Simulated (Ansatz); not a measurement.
# MnV (Pm-3m): phonons and vibrational spectra

Wanted: phonon frequencies of MnV (Pm-3m) and what follows from them.

Method: DFT PBEsol, scalar-relativistic, plane waves, PAW; PAW set soft_1, in Ansatz 0.2.0.

## Step 1: The starting structure

Symmetry: Pm-3m, No. 221, cubic system. The conventional cell has a = 2.900 Å, b = 2.900 Å, c = 2.900 Å, α = 90.00°, β = 90.00°, γ = 90.00°. Nearest to Mn lie 8 V at 2.51 Å. Nearest to V lie 8 Mn at 2.51 Å. Farther neighbours are not listed.

## Step 2: Coarse relaxation

The start is far from rest, so a relaxation with loose tolerances brings it close first.

Input file input.yaml:

```yaml
crystal:
  lattice:
    - [2.9, 0.0, 0.0]
    - [0.0, 2.9, 0.0]
    - [0.0, 0.0, 2.9]
  atoms:
    - { symbol: Mn, position: [0.0, 0.0, 0.0] }
    - { symbol: V, position: [0.5, 0.5, 0.5] }
kpoints:
  mp_grid: { grid: [8, 8, 8] }
hamiltonian:
  xc: pbesol
  pseudopotentials: { kind: paw, azcp: { folder: soft_1 }, xc_functional: pbe }
scf:
  occupations: { method: gaussian, width: 0.1 }
output:
  forces: true
  stress: true
  eigenvalues: true
relax:
  adjacent_minimum: "off"
  f_tol: 0.05
  max_steps: 80
  cell: { stress_tol: 0.5 }
```

Command:

```console
$ ansatz run input.yaml --threads 4 --pin off --max-ram 10240MiB --backend cpu --events-out ev --progress --plain --runs-dir out
```

Numbers of over 12 decimals in the logs are rounded to 6 here.

The program printed:

```text
The last accepted step is kept in <dir> (removed where the run ends without a failure and the disk answers)
Engine: ansatz 0.2.0, aarch64-unknown-linux-gnu
Pseudopotentials: kind: paw
Pseudopotential: Mn, paw, valence charge 15, recommended cutoff 420 eV (normal), soft_1/Mn.paw.azcp
Pseudopotential: V, paw, valence charge 13, recommended cutoff 420 eV (normal), soft_1/V.paw.azcp
Functional definition: PBEsol
[...]
--- Relaxed structure (3 steps of the walk, 3 accepted, 1 SCFs on fresh bases) ---
  F+E_penalty+E_count = -6754.69515667 eV   max|allowed force component| = 9.401e-30 eV/Å   (the final SCF, on the basis selected at the relaxed cell)
  cell:  # Å, volume = 22.8322 Å³
    - [2.836933, 0, 0]
    - [0, 2.836933, 0.0]
    - [0, 0.0, 2.836933]
  atoms:
    - { symbol: Mn, position: [0, 0, 0] }
    - { symbol: V, position: [0.5, 0.5, 0.5] }
[key lines of the parts left out:]
SCF converged after 6 iterations
Free energy (F): -6754.695157 eV
Fermi energy:    19.605480 eV
P = ⅓ Tr σ = 0.1434 GPa (1.434 kbar)
```

The job ended after 1.9 s (4 threads of Arm Neoverse V1, shared host; peak memory 0.38 GiB).

This run has no spin polarisation, although Mn and V can carry a moment.

The steps of the relaxation:

| step | energy less that of the first step (eV) | largest force component (eV/Å) | pressure (GPa) | volume (Å³) |
| --- | --- | --- | --- | --- |
| 1 | 0.0000 | 0.0000 | -15.08 | 24.39 |
| 2 | -0.0790 | 0.0000 | -1.23 | 22.95 |
| 3 | -0.0796 | 0.0000 | 0.14 | 22.83 |
| 4* | -0.0770 | 0.0000 | 0.14 | 22.83 |

Relaxation steps marked * repeat the geometry before them on a plane-wave basis chosen anew for their cell, so energy and pressure can jump there.

Forces are held to the 48 operations that the run works with; a distortion that breaks them can't arise in this run.

| conventional cell, symmetrised | before | after | change |
| --- | --- | --- | --- |
| a (Å) | 2.900 | 2.837 | -2.2 % |
| b (Å) | 2.900 | 2.837 | -2.2 % |
| c (Å) | 2.900 | 2.837 | -2.2 % |
| volume (Å³/atom) | 12.19 | 11.42 | -6.4 % |

Final coordinates:

```
Mn V
1.0
     2.83693    0.00000    0.00000
     0.00000    2.83693    0.00000
     0.00000    0.00000    2.83693
Mn V
1 1
Direct
  0.00000 0.00000 0.00000
  0.50000 0.50000 0.50000
```

Numbers from this step:

| Quantity | Value |
| --- | --- |
| pressure | 0.1434 GPa |
| volume per atom | 11.42 Å³ |
| gap on the k-mesh | 0 eV |

In this step the volume went from 12.19 to 11.42 Å³/atom.

## Step 3: Relaxation

Harmonic phonons are second derivatives at a point where the forces vanish, and they are wanted at zero stress, so atoms and cell are relaxed first.

input.yaml, the sections that differ from step 2:

```yaml
crystal:
  lattice:
    - [2.836932887, 0.0, 0.0]
    - [0.0, 2.836932887, 0.0]
    - [0.0, 0.0, 2.836932887]
  atoms:
    - { symbol: Mn, position: [0.0, 0.0, 0.0] }
    - { symbol: V, position: [0.5, 0.5, 0.5] }
kpoints:
  mp_grid: { grid: [14, 14, 14] }
output:
  forces: true
  stress: true
  eigenvalues: true
  write_density: true
  write_potential: true
  elf: true
  volumetric_format: npy
relax:
  adjacent_minimum: "off"
  f_tol: 0.005
  max_steps: 80
  cell: { stress_tol: 0.05 }
# hamiltonian, scf: as in step 2
```

The program printed:

```text
[...]
Crystal: 2 atoms, lattice volume = 22.832 Å³
Basis set: ecut = 420 eV, 461 PW (Γ), exchange–correlation on 40×40×40 points (8 copies of the dense FFT grid, shifted against one another)
Bands: 18, of which v1, the nominal top of the filled ones, is band 14 counted from 1 (13 counted from 0)
Symmetry: 48 space group operations
[...]
k-points: 120 of 2744
[...]
SCF iter   1: F=—  HF=-6755.770464 eV  |F-HF|=—  |Δ(HF+E_count)|=         —  Δρ=1.57e-1  dr2=6.57e0  ethr=3.10e-3  ⟨swp⟩=3.4  Hψ=8155  notcnv=0
[...]
SCF iter   8: F=-6754.697255 eV  HF=-6754.697255 eV  |F-HF|=1.28e-9  |Δ(HF+E_count)|=   1.38e-8  Δρ=3.21e-6  dr2=1.68e-9  ethr=3.57e-10  ⟨swp⟩=7.1  Hψ=10553  notcnv=0
SCF 1 converged in 8 iterations: F = -6754.697255 eV  dr2 = 1.68e-9
[...]
relax step   1: F+E_penalty+E_count = -6754.69725535 eV  Δ(F+E_penalty+E_count) = +0.000e0 eV  max|allowed force component| = 1.307e-28 eV/Å  Δτ_max = 0.0000 Å  P = +0.207 GPa  Ω = 22.832 Å³  (8 SCF iters, dr2 threshold 1.00e-7 eV, accepted)
Crystal: 2 atoms, lattice volume = 22.847 Å³
[...]
SCF iter   6: F=-6754.697236 eV  HF=-6754.697236 eV  |F-HF|=0.00e0  |Δ(HF+E_count)|=  1.82e-12  Δρ=2.58e-8  dr2=4.35e-14  ethr=1.00e-12  ⟨swp⟩=3.4  Hψ=8173  notcnv=0
SCF 2 converged in 6 iterations: F = -6754.697236 eV  dr2 = 4.35e-14
relax step   2: F+E_penalty+E_count = -6754.69723627 eV  Δ(F+E_penalty+E_count) = +1.907e-5 eV  max|allowed force component| = 1.722e-29 eV/Å  Δτ_max = 0.0000 Å  P = +0.039 GPa  Ω = 22.847 Å³  energy of the carried Pulay correction = -3.012e-5 eV  (6 SCF iters, dr2 threshold 1.07e-7 eV, accepted)
[...]
SCF iter   8: F=-6754.697294 eV  HF=-6754.697294 eV  |F-HF|=0.00e0  |Δ(HF+E_count)|=  9.09e-13  Δρ=1.97e-10  dr2=7.54e-18  ethr=1.00e-12  ⟨swp⟩=1.3  Hψ=4856  notcnv=0
SCF 3 converged in 8 iterations: F = -6754.697294 eV  dr2 = 7.54e-18
relax step   3: F+E_penalty+E_count = -6754.69729428 eV  Δ(F+E_penalty+E_count) = -5.800e-5 eV  max|allowed force component| = 2.866e-29 eV/Å  Δτ_max = 0.0000 Å  P = +0.037 GPa  Ω = 22.847 Å³  stress off target by 3.73e-2 GPa  SCF on the basis re-selected at this cell (its energy is not comparable with the rows above)  (8 SCF iters)
basis re-selected at this cell: Δ(F+E_penalty+E_count) = -5.800e-5 eV, ΔP = -0.001 GPa vs the last step (what re-selecting the basis moved, of the pressure what is left beyond the Pulay correction that the steps carried, after the strain that the cell walked since its last selection, with what the two solves' SCF thresholds leave and, on support functions, any second-order correction that the steps lacked; it is no m [...]
SCF converged after 8 iterations
Free energy (F): -6754.697294 eV
[...]
Internal energy: -6754.694432 eV  (E = F + TS)
E sigma→0 (E₀):  -6754.695863 eV
Entropy (-TS):   -0.002863 eV (-1.431 meV/atom)
Fermi energy:    19.556681 eV
[...]
--- Stress (GPa, compression-positive) ---
        0.037316      -0.000000      -0.000000
       -0.000000       0.037316      -0.000000
       -0.000000      -0.000000       0.037316
  P = ⅓ Tr σ = 0.0373 GPa (0.373 kbar)
--- Band table (eV; the first three rows and the last of 120) ---
  k-point 0: bands = [... 10 lower, 15.1859, 18.6612, 18.6612, 18.6612, 20.8392, 20.8392, 22.4296, 22.4296]
  k-point 1: bands = [... 10 lower, 15.2535, 18.6548, 18.6548, 18.6971, 20.7576, 20.8706, 22.2690, 22.2690]
  k-point 2: bands = [... 10 lower, 15.4414, 18.6408, 18.6408, 18.8027, 20.5189, 20.9597, 21.8529, 21.8529]
  k-point 119: bands = [... 10 lower, 17.2631, 17.2821, 17.2821, 17.2821, 20.4553, 20.4553, 22.1717, 22.1717]
--- Relaxed structure (2 steps of the walk, 2 accepted, 1 SCFs on fresh bases) ---
[...]
cell:  # Å, volume = 22.8466 Å³
    - [2.837530, 0, 0]
    - [0, 2.837530, 0.0]
    - [0, 0.0, 2.837530]
  atoms:
    - { symbol: Mn, position: [0, 0, 0] }
    - { symbol: V, position: [0.500000, 0.500000, 0.500000] }
```

Run time: 3.6 s. Hardware: 4 threads; peak memory 0.45 GiB.

Little changed from the start: no atom moved by 0.005 Å and no cell edge by 0.1 %.

This step gave:

- pressure: 0.03732 GPa

Electrostatic potential energy in the ac plane at fractional y = 0.000, with atoms of Mn within 0.2 Å of it. With pseudopotentials it is smooth inside the atoms' cores, unlike the true potential.

Values in eV, 15 rows by 15 columns:
```
-60 -60 -50 -31  -8  11  18  20  20  18  11  -8 -31 -50 -60
-54 -50 -38 -20   0  14  19  20  20  19  14   0 -20 -38 -50
-35 -31 -20  -5   9  17  19  20  20  19  17   9  -5 -20 -31
-11  -8   0   9  16  18  20  20  20  20  18  16   9   0  -8
  9  11  14  17  18  19  20  20  20  20  19  18  17  14  11
 18  18  19  19  20  20  20  20  20  20  20  20  19  19  18
 20  20  20  20  20  20  20  19  19  20  20  20  20  20  20
 20  20  20  20  20  20  20  19  19  20  20  20  20  20  20
 18  18  19  19  20  20  20  20  20  20  20  20  19  19  18
  9  11  14  17  18  19  20  20  20  20  19  18  17  14  11
-11  -8   0   9  16  18  20  20  20  20  18  16   9   0  -8
-35 -31 -20  -5   9  17  19  20  20  19  17   9  -5 -20 -31
-54 -50 -38 -20   0  14  19  20  20  19  14   0 -20 -38 -50
-60 -60 -50 -31  -8  11  18  20  20  18  11  -8 -31 -50 -60
-60 -60 -54 -35 -11   9  18  20  20  18   9 -11 -35 -54 -60
```
Columns run along a (2.8 Å; values clipped at the 3rd and 97th percentile), rows up along c (2.8 Å). Atoms in or near the plane, at fractional coordinates: Mn at (0.00, 0.00).

ELF in the ac plane at fractional y = 0.000, with atoms of Mn within 0.2 Å of it. It is the smooth field of the valence electrons, not physical close to the nuclei.

Values, 15 rows by 15 columns:
```
0.77 0.73 0.61 0.38 0.18 0.13 0.25 0.44 0.44 0.25 0.13 0.18 0.38 0.61 0.73
0.64 0.61 0.52 0.35 0.20 0.17 0.31 0.47 0.47 0.31 0.17 0.20 0.35 0.52 0.61
0.39 0.38 0.35 0.27 0.20 0.24 0.39 0.49 0.49 0.39 0.24 0.20 0.27 0.35 0.38
0.17 0.18 0.20 0.20 0.24 0.34 0.44 0.49 0.49 0.44 0.34 0.24 0.20 0.20 0.18
0.11 0.13 0.17 0.24 0.34 0.41 0.44 0.44 0.44 0.44 0.41 0.34 0.24 0.17 0.13
0.22 0.25 0.31 0.39 0.44 0.44 0.41 0.38 0.38 0.41 0.44 0.44 0.39 0.31 0.25
0.43 0.44 0.47 0.49 0.49 0.44 0.38 0.34 0.34 0.38 0.44 0.49 0.49 0.47 0.44
0.43 0.44 0.47 0.49 0.49 0.44 0.38 0.34 0.34 0.38 0.44 0.49 0.49 0.47 0.44
0.22 0.25 0.31 0.39 0.44 0.44 0.41 0.38 0.38 0.41 0.44 0.44 0.39 0.31 0.25
0.11 0.13 0.17 0.24 0.34 0.41 0.44 0.44 0.44 0.44 0.41 0.34 0.24 0.17 0.13
0.17 0.18 0.20 0.20 0.24 0.34 0.44 0.49 0.49 0.44 0.34 0.24 0.20 0.20 0.18
0.39 0.38 0.35 0.27 0.20 0.24 0.39 0.49 0.49 0.39 0.24 0.20 0.27 0.35 0.38
0.64 0.61 0.52 0.35 0.20 0.17 0.31 0.47 0.47 0.31 0.17 0.20 0.35 0.52 0.61
0.77 0.73 0.61 0.38 0.18 0.13 0.25 0.44 0.44 0.25 0.13 0.18 0.38 0.61 0.73
0.81 0.77 0.64 0.39 0.17 0.11 0.22 0.43 0.43 0.22 0.11 0.17 0.39 0.64 0.77
```
Columns run along a (2.8 Å), rows up along c (2.8 Å). Atoms in or near the plane, at fractional coordinates: Mn at (0.00, 0.00).

Valence density in the ac plane at fractional y = 0.000, with atoms of Mn within 0.2 Å of it. It is the smooth field of the valence electrons, not physical close to the nuclei.

Ten steps, logarithmic in the rise over the least value, from '_' (0 e/Å³) to '@' (30 e/Å³):
```
@@@@##++::..________..::++##@@
%%##**==::____________::==**##
++++==::..____________..::==++
--::::..________________..::::
....________________________..
______________________________
______________________________
______________________________
______________________________
....________________________..
--::::..________________..::::
++++==::..____________..::==++
%%##**==::____________::==**##
@@@@##++::..________..::++##@@
@@@@%%++--..________..--++%%@@
```
Columns run along a (2.8 Å), rows up along c (2.8 Å). Atoms in or near the plane, at fractional coordinates: Mn at (0.00, 0.00).

In this step the volume went from 11.42 to 11.42 Å³/atom.

## Step 4: Relaxing to small forces for the phonons

Phonons need a cell at rest on their own settings, so the relaxation is repeated with tight tolerances on forces and stress, using the mesh and the filling of the phonon run that follows.

Input file input.yaml:

```yaml
crystal:
  lattice:
    - [2.8375304488, 0.0, 0.0]
    - [0.0, 2.8375304488, 0.0]
    - [0.0, 0.0, 2.8375304488]
  atoms:
    - { symbol: Mn, position: [0.0, 0.0, 0.0] }
    - { symbol: V, position: [0.5, 0.5, 0.5] }
kpoints:
  mp_grid: { grid: [16, 16, 16] }
hamiltonian:
  xc: pbesol
  pseudopotentials: { kind: paw, azcp: { folder: soft_1 }, xc_functional: pbe }
scf:
  occupations: { method: methfessel_paxton, width: 0.2 }
output:
  forces: true
  stress: true
  eigenvalues: true
relax:
  adjacent_minimum: "off"
  f_tol: 0.001
  max_steps: 60
  cell: { stress_tol: 0.01 }
```

The program printed:

```text
[...]
Crystal: 2 atoms, lattice volume = 22.847 Å³
Basis set: ecut = 420 eV, 461 PW (Γ), exchange–correlation on 40×40×40 points (8 copies of the dense FFT grid, shifted against one another)
Bands: 18, of which v1, the nominal top of the filled ones, is band 14 counted from 1 (13 counted from 0)
Symmetry: 48 space group operations
[...]
k-points: 165 of 4096
[...]
k-point 164: bands = [... 10 lower, 17.2689, 17.2920, 17.2920, 17.2920, 20.4684, 20.4684, 22.1796, 22.1796]
--- Relaxed structure (3 steps of the walk, 3 accepted, 1 SCFs on fresh bases) ---
[...]
cell:  # Å, volume = 22.8411 Å³
    - [2.837305, 0, 0.0]
    - [0, 2.837305, 0]
    - [0.0, 0, 2.837305]
  atoms:
    - { symbol: Mn, position: [0, 0, 0] }
    - { symbol: V, position: [0.500000, 0.500000, 0.500000] }
[key lines of the parts left out:]
SCF converged after 7 iterations
Free energy (F): -6754.694269 eV
Fermi energy:    19.556492 eV
P = ⅓ Tr σ = -0.0007 GPa (-0.007 kbar)
```

The job ended after 5.1 s (4 threads; peak memory 0.45 GiB; 18 s of CPU time).

Little changed from the start: no atom moved by 0.005 Å and no cell edge by 0.1 %.

This step gave:

| Quantity | Value |
| --- | --- |
| pressure | -7.14e-4 GPa |

The forces vanish by symmetry and the pressure is -0.001 GPa, within the tolerances set. The cell now holds 11.42 Å³/atom.

## Step 5: Zone-centre response

The zone centre comes first: it holds the modes that light can see, as far as symmetry allows. No field response is asked, since the mesh shows no gap.

input.yaml, the sections that differ from step 4:

```yaml
crystal:
  lattice:
    - [2.8373045862, 0.0, 0.0]
    - [0.0, 2.8373045862, 0.0]
    - [0.0, 0.0, 2.8373045862]
  atoms:
    - { symbol: Mn, position: [0.0, 0.0, 0.0] }
    - { symbol: V, position: [0.5, 0.5, 0.5] }
output:
  eigenvalues: true
phonons:
  method: dfpt
# kpoints, hamiltonian, scf: as in step 4
# relax: removed
```

The program printed:

```text
[...]
Crystal: 2 atoms, lattice volume = 22.841 Å³
Basis set: ecut = 420 eV, 461 PW (Γ), exchange–correlation on 40×40×40 points (8 copies of the dense FFT grid, shifted against one another)
Bands: 18, of which v1, the nominal top of the filled ones, is band 14 counted from 1 (13 counted from 0)
Symmetry: 48 space group operations
k-points: 405 of 4096 (irreducible under 8 space group operations, time reversal used)
[...]
SCF iter   1: F=—  HF=-6755.768914 eV  |F-HF|=—  |Δ(HF+E_count)|=         —  Δρ=1.57e-1  dr2=6.61e0  ethr=3.10e-3  ⟨swp⟩=3.2  Hψ=26333  notcnv=0
[...]
SCF iter  10: F=-6754.694269 eV  HF=-6754.694269 eV  |F-HF|=0.00e0  |Δ(HF+E_count)|=  3.64e-12  S|Δr|=    0.00e0  Δρ=5.02e-8  dr2=6.95e-13  ethr=1.00e-12  ⟨swp⟩=5.1  Hψ=28524  notcnv=0
the search or the solves at the SCF's close seem to have found levels that the self-consistency loop had missed (the run counts 2). By its estimate they hold under 1e-12 electrons; where the run keeps them, the occupations were computed again with them
SCF 1 converged in 10 iterations: F = -6754.694269 eV  dr2 = 6.95e-13
[...]
DFPT response loops at Γ: preconditioner auto → Kerker (q_TF=auto, 2.822 Å⁻¹) (partly filled bands, converged f_vac=0.000); β = 1.00, the filter's whole step (`scf.mixing.beta` (0.50) is not read by the response loops under this deck's `scf.mixing.preconditioner`; to damp them name `kerker` or `kerker_dos`, under which they read `scf.mixing.beta`, and type it under 1.00, their step now; both keys bind the ground state too); Broyden in place of MSR1
SCF converged after 10 iterations
[...]
Free energy (F): -6754.694269 eV
[...]
Internal energy: -6754.696033 eV  (E = F + TS)
E sigma→0 (E₀):  -6754.694710 eV
Entropy (-TS):   0.001764 eV (0.882 meV/atom)
Fermi energy:    19.556492 eV
[...]
--- Band table (eV; the first three rows and the last of 405) ---
  k-point 0: bands = [... 10 lower, 15.1923, 18.6716, 18.6716, 18.6716, 20.8491, 20.8491, 22.4400, 22.4400]
  k-point 1: bands = [... 10 lower, 15.2443, 18.6666, 18.6666, 18.6992, 20.7865, 20.8732, 22.3158, 22.3158]
  k-point 2: bands = [... 10 lower, 15.3916, 18.6548, 18.6548, 18.7806, 20.6023, 20.9427, 21.9837, 21.9837]
  k-point 404: bands = [... 10 lower, 17.2689, 17.2920, 17.2920, 17.2920, 20.4684, 20.4684, 22.1796, 22.1796]
--- Phonons (Γ-DFPT): 2 representative perturbations + reference, on 405 of 4096 k-points (Σ response iterations 6) ---
  k mesh reduced under 8 symmetry operations, with k and −k counted as one. Each operation leaves every solved perturbation unchanged. A smaller set is not used because it would not reduce the number of displacements times k-points to solve
  ASR residual: 2.599e-5 → 0.000e0 eV/Å²; symmetrization residual: 9.195e-8 eV/Å²
  ASR residual per site (eV/Å²): 2.60e-5 4.00e-6
  Γ frequencies (cm⁻¹): 0.00 0.00 0.00 255.62 255.62 255.62
  non-analytic LO–TO correction: not included (Born effective charges unavailable; polar crystals: no LO–TO splitting at Γ)
```

Wall time 16 s (4 threads); peak memory 0.92 GiB.

This step gave:

- sum-rule residual before enforcement: 2.60e-5 eV/Å²
- point group: m-3m
- highest optical mode at the zone centre (no LO-TO term): 255.6 cm⁻¹
- lowest optical zone-centre mode: 255.6 cm⁻¹

Patterns of degenerate modes are one choice out of their space. Modes at Γ, with each element's share of the kinetic energy:

```
mode  frequency (cm⁻¹)  symmetry  Mn %  V %
   1               0.0  acoustic    52   48
   2               0.0  acoustic    52   48
   3               0.0  acoustic    52   48
   4             255.6       T1u    48   52
   5             255.6       T1u    48   52
   6             255.6       T1u    48   52
```

Displacements in mode 4 (255.6 cm⁻¹), the largest set to 1:
```
Mn1  0.00  0.00 -0.93
V2   0.00  0.00  1.00
```

Before it was imposed, the acoustic sum rule was missed by 2.6e-5 eV/Å². Small misses are needed for a sound result but don't prove that mesh and cutoff are converged. The lowest optical mode is real, 256 cm⁻¹.

(Continued in part 2 of 2.)

[Logs are printed without paths, hosts, clocks, repeated set-up lines and the standing remarks that a program may print on its own settings, such as how far it seeks lower states.]

[Hosts, paths, dates, database ids (printed as entryN), source tags and the programs' standing remarks are cut or masked in the printed files.]
